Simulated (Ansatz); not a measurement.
**SiO2 (C2): least direct gap against volume**

The cell of SiO2 (C2) is scaled evenly and the response computed anew at each volume, on one mesh. The atoms keep their fractional positions.

The structure is monoclinic, space group C2 (No. 5). Conventional cell: a = 8.515 Å, b = 4.917 Å, c = 5.407 Å, α = 90.00°, β = 90.00°, γ = 90.00°. Around Si on site c lie 4 O at 1.60 to 1.62 Å. Si on site b is surrounded by 4 O at 1.61 Å. O on site c is surrounded by 2 Si at 1.61 to 1.62 Å. O on site c has 2 Si at 1.60 to 1.61 Å as nearest neighbours. O on site c is surrounded by 2 Si at 1.61 Å.

Method: Ansatz 0.2.0, LDA, independent particles, k-mesh 6×6×4 with interpolation inside its cells, Gaussian parameter 0.1 eV.

Launch of the response step: `ansatz run input.yaml --threads 4 --pin off --max-ram 8192MiB --backend cpu --events-out ev --progress --plain --runs-dir out`. The series took 10.6 min in all, on 4 threads of Intel(R) Xeon(R) Processor @ 2.50GHz (Skylake/Cascade Lake) (shared host).

| V/V₀ | V (Å³, primitive cell) | least direct gap (eV) |
| --- | --- | --- |
| 0.94 | 106.40 | ? |
| 0.96 | 108.66 | 6.357 |
| 0.98 | 110.92 | 6.215 |
| 1.00 | 113.19 | 6.069 |
| 1.02 | 115.45 | 5.921 |
| 1.04 | 117.72 | 5.771 |
| 1.06 | 119.98 | 5.618 |

For small changes the quantity should be close to linear in ln V.

Working, on the rows shown:

| x = ln(V/V₀) | y = least direct gap |
| --- | --- |
| -0.040822 | 6.357 |
| -0.0202027 | 6.215 |
| 0 | 6.069 |
| 0.0198026 | 5.921 |
| 0.0392207 | 5.771 |
| 0.0582689 | 5.618 |

Means: x̄ = 0.0093779, ȳ = 5.9918. Σ(x − x̄)(y − ȳ) = -0.05126, Σ(x − x̄)² = 0.006873. Slope = -0.05126 / 0.006873 = -7.459; intercept = ȳ − slope · x̄ = 6.0618. The line misses the rows shown by at most 0.0093 eV.

Task: What does the fit predict for the withheld row, and how well does it do?

Result: At x = -0.061875 the line gives y = 6.5233 eV. The run gave 6.498 eV, so the extrapolation is off by 0.025 eV, 3 % of the range in the table.

Between the rows on either side of x = 0 the slope is (5.921 − 6.215) / (0.019803 − (-0.020203)) = -7.349. That is a volume deformation potential of -7.3 eV: the least direct gap on this mesh widens by 73 meV for each per cent of compression. LDA gaps are as a rule too small.
